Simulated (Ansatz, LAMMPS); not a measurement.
# Amorphous HfO2 at 7.64 g/cm^3 (84 atoms): geometry optimisation

Wanted: the relaxed structure of amorphous HfO2 at 7.64 g/cm^3 (84 atoms) and its electronic structure.

Main program and level: Ansatz 0.2.0; Kohn-Sham DFT, PBE, PAW (set soft_2), plane waves.

This is a report of a sequence of runs, with most program output left out.

### Step 1. The starting structure

The cell holds 84 atoms: 28 Hf and 56 O. Its edges and angles: a = 10.861 Å, b = 10.861 Å, c = 10.861 Å, α = 90.0°, β = 90.0°, γ = 90.0°. 84 atoms (28 Zr, 56 O) placed at random at 4.47 g/cm³, melted at 5000 K for 10 ps at fixed volume with the Morse and Coulomb pair potential with partial charges (Pedone, Malavasi, Menziani, Cormack and Segre, J. Phys. Chem. B 110, 11780 (2006)). Quenched from 5000 K to 300 K at 50 K/ps and fixed volume, held 5 ps, then minimised at fixed cell. Then Zr was replaced by Hf at the same volume (the potential has no terms for Hf, so the cell is a start for a DFT relaxation). The density is one point of a scan and needn't be that of the real material.

Limits known from the start: The quench rate of 50 K/ps is many orders above laboratory rates, so the cell is likely richer in defects and strain than a real sample. The network of bonds at the start is that of the classical potential that made the cell. Only the Γ point is sampled in the main run, in a cell whose shortest periodic width is 11 Å. The levels lack spin–orbit coupling, which is large for the heavy elements here.

### Step 2. Making the structure

A classical potential supplies the starting structure, since it reaches far longer times than DFT.

This step: classical MD, Morse and Coulomb pair potential with partial charges (Pedone, Malavasi, Menziani, Cormack and Segre, J. Phys. Chem. B 110, 11780 (2006)) (LAMMPS 22 Jul 2025 - Update 4).

File in.lmp:

```
# melt-quench of Zr28O56
units metal
atom_style charge
boundary p p p
region box block 0 10.8609 0 10.8609 0 10.8609
create_box 2 box
mass 1 91.2240   # Zr
mass 2 15.9990   # O
create_atoms 1 random 28 35088 NULL overlap 1.5 maxtry 2000
create_atoms 2 random 56 35095 NULL overlap 1.5 maxtry 2000
pair_style hybrid/overlay pedone 5.5 coul/long 8.0
pair_coeff * * coul/long
pair_coeff 1 2 pedone 0.206237 2.479675 2.436997 1   # Zr-O
pair_coeff 2 2 pedone 0.042395 1.379316 3.618701 22   # O-O
set type 1 charge 2.4
set type 2 charge -1.2
kspace_style pppm 1.0e-4
neigh_modify delay 0 every 1 check yes
thermo_style custom step time temp pe press density
thermo_modify norm yes
timestep 0.002
thermo 100
min_style cg
minimize 1e-4 1e-4 200 2000
reset_timestep 0
velocity all create 5000 35089 mom yes dist gaussian
fix lim all nve/limit 0.05
fix lan all langevin 5000 5000 0.2 35090 zero yes
thermo 500
run 1000 post no
unfix lim
unfix lan
thermo 833
fix md all nvt temp 5000 5000 0.2
run 5000 post no
unfix md
thermo 4700
fix md all nvt temp 5000 300 0.2
run 47000 post no
unfix md
thermo 1250
fix md all nvt temp 300 300 0.2
run 2500 post no
unfix md
thermo 100
min_style cg
minimize 0 1e-3 2000 20000
write_dump all custom glass.dump id type xs ys zs modify sort id
```

The run is started by

```
> lmp -in in.lmp -log none -nocite
```

Wall time 2.1 min (1 thread of Intel Xeon at 2.80GHz (Skylake/Cascade Lake), shared host); peak memory 0.63 GiB.

### Step 3. Single point at the start

The forces at the start show how far the geometry lies from a minimum of this functional.

File input.yaml:

```yaml
crystal:
  lattice:
    - [10.8609, 0.0, 0.0]
    - [0.0, 10.8609, 0.0]
    - [0.0, 0.0, 10.8609]
  atoms:
    - { symbol: Hf, position: [0.03393, 0.1916, 0.42394] }
    - { symbol: Hf, position: [0.82332, 0.3875, 0.20041] }
    - { symbol: Hf, position: [0.56426, 0.47432, 0.59575] }
    - { symbol: Hf, position: [0.56029, 0.83456, 0.58428] }
    - { symbol: Hf, position: [0.84993, 0.93314, 0.55412] }
    - { symbol: Hf, position: [0.19294, 0.90644, 0.0782] }
    - { symbol: Hf, position: [0.4978, 0.55708, 0.18542] }
    - { symbol: Hf, position: [0.30877, 0.32111, 0.39604] }
[... 72 atom lines left out ...]
    - { symbol: O, position: [0.5082, 0.6563, 0.64977] }
    - { symbol: O, position: [0.68222, 0.31302, 0.54126] }
    - { symbol: O, position: [0.16062, 0.41079, 0.7396] }
    - { symbol: O, position: [0.08276, 0.7873, 0.2046] }
kpoints:
  mp_grid: { grid: [1, 1, 1] }
hamiltonian:
  xc: pbe
scf:
  occupations: { method: fermi_dirac, width: 0.025 }
output:
  forces: true
```

The run is started by

```
> ansatz run input.yaml --threads 4 --pin off --max-ram 8192MiB --backend cpu --events-out ev --progress --plain --runs-dir out
```

Elapsed: 33 s, on 4 threads of Intel Xeon at 2.70GHz, shared host; peak memory 2.2 GiB.

Read from the output:

| Item | Value |
| --- | --- |
| free energy | -472104.7073 eV |
| free energy per atom | -5620.2941 eV/atom |
| SCF cycles | 11 |
| r.m.s. force component | 0.5302 eV/Å |
| longest force | 2.289 eV/Å |
| Fermi energy | 11.28 eV |

The r.m.s. force component of 0.53 eV/Å sets the starting point.

Neighbours are counted within 2.82 Å (O-Hf).

Length of the force by element and coordination:

```
element  coordination  atoms  mean length of the force (eV/Å)  spread   least   most
     Hf           all     28                             1.24   0.547   0.378   2.29
     Hf             5      7                             1.38   0.360   0.640   1.78
     Hf             6     20                             1.21   0.600   0.378   2.29
     Hf             7      1                            0.888       0   0.888  0.888
      O           all     56                            0.517   0.274  0.0777   1.10
      O             2      8                            0.698   0.174   0.446   1.05
      O             3     46                            0.484   0.276  0.0777   1.10
      O             4      2                            0.556   0.281   0.275  0.838
```

### Step 4. Relaxation

With the cell held, the atoms are moved downhill towards a nearby minimum.

input.yaml: that of step 3 with these lines changed.

```diff
@@ -15 +15,4 @@
   forces: true
+relax:
+  f_tol: 0.04
+  max_steps: 250
```

The job ended after 8.6 min (4 threads; peak memory 2.3 GiB).

Relaxation path:

```
step  energy less that of the first step (eV)  largest force component (eV/Å)
   1                                   0.0000                          1.8448
   2                                  -1.5179                          1.1241
   3                                  -2.1954                          0.4973
   4                                  -2.8602                          0.3339
   5                                  -3.1796                          0.2591
   6                                  -3.4632                          0.1941
   7                                  -3.6190                          0.2091
   8                                  -3.6617                          0.7196
   9                                  -3.7389                          0.2683
  10                                  -3.8198                          0.1298
  11                                  -3.8373                          0.4453
  12                                  -3.9119                          0.1468
  13                                  -3.9511                          0.0941
  14                                  -4.0021                          0.2256
  15                                  -4.0312                          0.4494
  16                                  -4.1276                          0.0746
  17                                  -4.1264                          0.1839
  18                                  -4.1392                          0.1417
  19                                  -4.1408                          0.1072
  20                                  -4.1426                          0.0596
  21                                  -4.1437                          0.0247
```

Relaxation step 17 was tried and not accepted.

The atoms that moved most (Å):

```
atom      dx      dy      dz  length
 O70  -0.309  -0.946   1.020   1.425
 O66   0.567  -0.683  -0.372   0.962
 O82   0.680  -0.425  -0.451   0.920
Hf20   0.361  -0.267  -0.794   0.912
 O35   0.739  -0.257  -0.003   0.782
 O42  -0.334   0.522   0.362   0.718
 Hf8   0.611  -0.071   0.252   0.665
 Hf1   0.579  -0.224   0.019   0.622
```

The relaxation changed the energy by -49.3 meV/atom, and atoms moved by 0.41 Å r.m.s., 1.4 Å at most.

### Step 5. Distances and neighbours after relaxation

Bonds before and after, by the cutoffs listed below:

```
pair  bonds before  bonds after  mean before (Å)  mean after (Å)  spread before (Å)  spread after (Å)
O-Hf           162          156            2.171           2.131              0.084             0.142
```

Density 7.64 g/cm³, 15.25 Å³ an atom.

g(r), total and by pair (bins of 0.2 Å):

```
r (Å)  total   O-O  O-Hf  Hf-Hf
 1.90   0.97  0.00  2.19   0.00
 2.10   3.08  0.00  6.92   0.00
 2.30   0.83  0.00  1.88   0.00
 2.50   0.32  0.50  0.21   0.00
 2.70   0.82  1.76  0.08   0.00
 2.90   1.10  2.45  0.04   0.00
 3.10   1.11  2.25  0.27   0.00
 3.30   1.04  1.44  0.24   2.61
 3.50   1.03  1.22  0.74   1.40
 3.70   0.73  0.53  0.52   2.36
 3.90   0.89  0.52  0.88   2.47
 4.10   1.09  0.88  1.20   1.48
 4.30   1.06  0.85  1.31   0.92
 4.50   0.90  0.47  1.40   0.64
 4.70   1.12  0.65  1.73   0.59
 4.90   1.15  0.99  1.48   0.43
 5.10   1.00  1.02  1.10   0.50
 5.30   0.95  1.11  0.82   0.79
```

Bonds by pair of elements; cutoffs follow the first minimum of g(r), held within bounds set by covalent radii, and pairs that aren't listed don't count as bonded:

```
pair A-B  cutoff (Å)  bonds  mean length (Å)  spread (Å)  shortest (Å)  B about A  A about B
    O-Hf        2.82    156             2.13       0.142          1.90       2.79       5.57
```

How many atoms have how many bonded neighbours:

```
element  mean   2   3  4   5   6  7
     Hf  5.57   0   0  0  14  12  2
      O  2.79  15  38  3   0   0  0
```

Bond angles, per cent of each kind in bins of 5°:

```
angle (°)  O-Hf-O  Hf-O-Hf
    60–65     0.3      0.0
    65–70     1.1      0.0
    70–75     7.7      0.0
    75–80    11.0      0.7
    80–85     8.6      0.0
    85–90     9.4      1.4
    90–95    10.8      2.0
   95–100     8.6     10.9
  100–105     8.3     21.1
  105–110     4.1      6.8
  110–115     4.4      6.8
  115–120     1.9      4.8
  120–125     1.4      6.1
  125–130     1.7     11.6
  130–135     2.5      3.4
  135–140     2.2      3.4
  140–145     1.4      6.1
  145–150     1.7      2.7
  150–155     2.2      5.4
  155–160     2.2      4.8
  160–165     4.7      1.4
  165–170     2.2      0.7
  170–175     1.1      0.0
  175–180     0.6      0.0
```

Bond angles (no mean is given where the spread exceeds 20°):

```
  angle  count  mean (°)  spread (°)
 O-Hf-O    362         -           -
Hf-O-Hf    147         -           -
```

Bond length by coordination (bonds to H left out):

```
element  coordination  atoms  mean bond length (Å)
     Hf             5     14                  2.09
     Hf             6     12                  2.16
     Hf             7      2                  2.22
      O             2     15                  1.98
      O             3     38                  2.15
      O             4      3                  2.31
```

For some of the pairs, g(r) has its first main peak near 3.0 Å (O-O) and 2.1 Å (O-Hf). By these cutoffs 50 % of Hf atoms have 5 and 68 % of O atoms have 3 bonded neighbours. Bonds at O atoms with 2 neighbours average 1.98 Å, against 2.31 Å at those with 4.

### Step 6. Single point at the relaxed geometry

One more single point at the end of the walk gives the fuller output and checks the residual forces.

File input.yaml:

```yaml
crystal:
  lattice:
    - [10.8609, 0.0, 0.0]
    - [0.0, 10.8609, 0.0]
    - [0.0, 0.0, 10.8609]
  atoms:
    - { symbol: Hf, position: [0.08727, 0.17095, 0.42566] }
    - { symbol: Hf, position: [0.85127, 0.36033, 0.19027] }
    - { symbol: Hf, position: [0.57352, 0.50923, 0.63872] }
    - { symbol: Hf, position: [0.54461, 0.84871, 0.5788] }
    - { symbol: Hf, position: [0.84071, 0.92495, 0.5463] }
    - { symbol: Hf, position: [0.19395, 0.91994, 0.0853] }
    - { symbol: Hf, position: [0.47366, 0.55109, 0.19341] }
    - { symbol: Hf, position: [0.36506, 0.31459, 0.41923] }
[... 72 atom lines left out ...]
    - { symbol: O, position: [0.49543, 0.67383, 0.66284] }
    - { symbol: O, position: [0.74486, 0.27391, 0.49971] }
    - { symbol: O, position: [0.16822, 0.43491, 0.74134] }
    - { symbol: O, position: [0.07196, 0.7927, 0.1957] }
kpoints:
  mp_grid: { grid: [1, 1, 1] }
hamiltonian:
  xc: pbe
scf:
  occupations: { method: fermi_dirac, width: 0.025 }
output:
  forces: true
  stress: true
  populations: true
  dos:
    method: { smearing: { sigma: 0.08 } }
    de: 0.05
    projected: { site_lists: { Hf: [Hf], O: [O] } }
  eigenvalues: true
  write_density: true
  write_potential: true
  volumetric_format: npy
```

The job ended after 48 s (4 threads; peak memory 2.3 GiB).

The program notes that the exchange-correlation potential is rough where the density is thin.

The run gave:

```
free energy                                      : -472108.8510 eV
free energy per atom                             : -5620.3435 eV/atom
SCF cycles                                       : 11
pressure                                         : -6.137 GPa
r.m.s. force component                           : 0.00489 eV/Å
longest force                                    : 0.02465 eV/Å
Fermi energy                                     : 11.14 eV
gap (highest filled to lowest empty level) : 3.99 eV
spilling of the projection                       : 0.002755
```

Löwdin charges by element and coordination (they lack the spilled electrons, 0.035 e an atom on average):

```
element  coordination  atoms  mean charge (e)  spread   least    most
     Hf           all     28             1.47  0.0288    1.42    1.53
     Hf             5     14             1.48  0.0217    1.44    1.51
     Hf             6     12             1.47  0.0277    1.43    1.53
     Hf             7      2             1.42  0.0038    1.42    1.43
      O           all     56           -0.684  0.0323  -0.773  -0.630
      O             2     15           -0.652  0.0201  -0.693  -0.630
      O             3     38           -0.693  0.0272  -0.773  -0.649
      O             4      3           -0.726  0.0109  -0.738  -0.711
```

Density of states as counts of states in windows of 1 eV (from the Fermi level), total and the larger projections:

```
from (eV)  to (eV)  total   O p  Hf d   Hf f
      -14      -13    9.5   0.0   0.0    9.4
      -13      -12  341.5   1.0   0.2  339.8
      -12      -11   41.0   0.1   0.0   40.8
      -11       -7    0.0   0.0   0.0    0.0
       -7       -6   25.9  18.2   5.4    0.1
       -6       -5   74.5  53.5  17.1    0.2
       -5       -4   78.2  60.8  13.7    0.3
       -4       -3   83.9  72.6   8.3    0.3
       -3       -2   71.5  66.3   3.6    0.2
       -2       -1    2.1   2.0   0.1    0.0
       -1        1    0.0   0.0   0.0    0.0
        1        2    1.0   0.1   0.3    0.0
        2        3   41.1   3.9  33.3    0.0
        3        4   68.6   8.3  52.6    0.0
        4        5   64.1  10.3  42.9    0.0
```

Between -26 and -14 eV lie 112 more states.

The stored curve holds about 840 of the 1064 electrons; the rest, give or take the few that broadening carries across the Fermi level, lie in deeper levels below its range.

The levels nearest the highest filled one (over half full), pooled over k-points and spins:

```
level less the highest filled one (eV)  occupation
                                -0.207           2
                                -0.192           2
                                -0.141           2
                               -0.0831           2
                               -0.0358           2
                                     0           2
                                  3.99           0
                                  4.11           0
                                  4.22           0
                                  4.30           0
                                  4.33           0
                                  4.40           0
```

Electrostatic potential energy in the bc plane at fractional x = 0.160, with atoms of Hf and O within 0.2 Å of it. With pseudopotentials it is smooth inside the atoms' cores, unlike the true potential.

Values in eV, 13 rows by 16 columns, each cell a mean:
```
 14  15  14  13  13  13   5 -23 -28  -9  11  14  14  13  11  11
 15  15  14  13  13  13   6 -17 -24  -5  12  15  15  16  16  15
 15  12  -2  -9   3  12   1  -6   7  11  14  16  16  15  16  16
 -6   1 -25 -28 -15  10 -14 -21   7   9  13  14  14  12  12  10
-24  -1  -9 -17  -1  12  13   4 -18 -21   0  11   5 -13 -12  -4
 12  13  10   9  13  15  13   0 -26 -28  -6  10  -5 -28 -28  -3
 13   9   0   2  11  15  14   0  -6  -1   4 -13  -2  -8  -8   8
 13   5 -12  -8   8  14  13 -23 -17   8   2 -18   2  13  13  14
 15  11   6  -1   8  15  16  11   3 -19 -23  -2  13  15  16  16
 15  14  11  -6   4  15  15  13   1 -26 -27  -7  12  15  14  14
 11  11  -3 -17  -5  10  14  14  11   3   1   9  12   9   1   3
  3   7 -19 -28 -21   7  14  14  14  13  14  14  11  -4 -28 -24
  7  11   1 -10   0  11  11   5   2   9  14  14  11   1 -17 -14
```
Columns run along b (10.9 Å; values clipped at the 3rd and 97th percentile), rows up along c (10.9 Å). Atoms in or near the plane, at fractional coordinates: Hf at (0.62, 0.29), Hf at (0.20, 0.71), Hf at (0.56, 0.59), Hf at (0.21, 0.11), Hf at (0.51, 0.92), Hf at (0.86, 0.57), O at (0.02, 0.67), O at (0.48, 0.42), O at (0.72, 0.45), O at (0.43, 0.74).

Valence density in the bc plane at fractional x = 0.160, with atoms of Hf and O within 0.2 Å of it. It is the smooth field of the valence electrons, not physical close to the nuclei.

Values in e/Å³, 13 rows by 16 columns, each cell a mean:
```
 0  0  0  0  0  0  0  7 14  2  0  0  0  0  0  0
 0  0  0  0  0  0  0  5  9  1  0  0  0  0  0  0
 0  0  1  2  0  0  1  2  0  0  0  0  0  0  0  0
 2  1  9 22  3  0  3  4  1  0  0  0  0  0  0  1
 4  1  2  5  1  0  0  1  5  7  1  0  0  3  3  1
 0  0  0  0  0  0  0  1 11 15  1  0  1 16 15  1
 0  0  1  1  0  0  0  1  2  1  1  3  1  2  2  0
 0  0  2  1  0  0  0  4  3  0  1  3  1  0  0  0
 0  0  0  1  1  0  0  0  1  6  9  1  0  0  0  0
 0  0  0  2  1  0  0  0  0 10 15  1  0  0  0  0
 0  0  1  5  1  0  0  0  0  1  1  0  0  0  1  0
 0  0  5 22  6  0  0  0  0  0  0  0  0  1 10  7
 0  0  1  2  1  0  0  0  1  0  0  0  0  0  4  3
```
Columns run along b (10.9 Å), rows up along c (10.9 Å). Atoms in or near the plane, at fractional coordinates: Hf at (0.62, 0.29), Hf at (0.20, 0.71), Hf at (0.56, 0.59), Hf at (0.21, 0.11), Hf at (0.51, 0.92), Hf at (0.86, 0.57), O at (0.02, 0.67), O at (0.48, 0.42), O at (0.72, 0.45), O at (0.43, 0.74).

Mean Löwdin charges: Hf +1.47, O -0.68 e. The largest share in the top eV of filled states is O p (94 % of the projected weight), and in the lowest eV of empty states Hf d (82 % of the projected weight).

The surroundings of Hf14, which has 7 bonded neighbours where the commonest count for Hf is 5, nearest first, numbered as they follow in the input and with coordinates relative to it.

```
atom      x      y      z  distance (Å)  bonds  Löwdin charge (e)
Hf14   0.00   0.00   0.00          0.00      7               1.43
 O55   1.01   1.67  -0.68          2.07      3              -0.71
 O49   0.50  -1.14  -1.73          2.13      3              -0.69
 O56  -1.95  -0.95   0.06          2.17      3              -0.67
 O31   1.34  -1.56   0.75          2.19      3              -0.75
 O76  -1.32   1.36   1.14          2.21      3              -0.70
 O67  -1.30   0.92  -1.64          2.29      4              -0.74
 O84   1.30   0.72   1.87          2.39      4              -0.71
```

The column of bonds counts only the pairs O-Hf within 2.82 Å; other neighbours, such as metal atoms beside each other in a compound, aren't counted, and periodic images can show an atom twice.

### Step 7. K-mesh 2×2×2

Large cells are often run on few k-points; this run checks whether the reference had enough.

input.yaml: that of step 6 with these lines changed.

```diff
@@ -8,3 +8,3 @@
 kpoints:
-  mp_grid: { grid: [1, 1, 1] }
+  mp_grid: { grid: [2, 2, 2] }
 hamiltonian:
@@ -22,4 +22 @@
   eigenvalues: true
-  write_density: true
-  write_potential: true
-  volumetric_format: npy
```

Wall time 7.7 min (4 threads); peak memory 6.4 GiB.

The program notes that it cut back its work space to fit the memory limit.

Geometry and reference: those of the single point at the relaxed geometry.

Forces differ from those of the single point at the relaxed geometry by 8.4 meV/Å r.m.s.; the energy by -0.82 meV/atom and the gap by -0.013 eV. It took 7.7 min and 11 cycles; the reference's time can't be set against it, since the two runs asked for unlike analyses.

[end of part 1 of 2]

[Logs are printed without paths, hosts, clocks, repeated set-up lines and the standing remarks that a program may print on its own settings, such as how far it seeks lower states.]

[Hosts, paths, dates, database ids (printed as entryN), source tags and the programs' standing remarks are cut or masked in the printed files.]
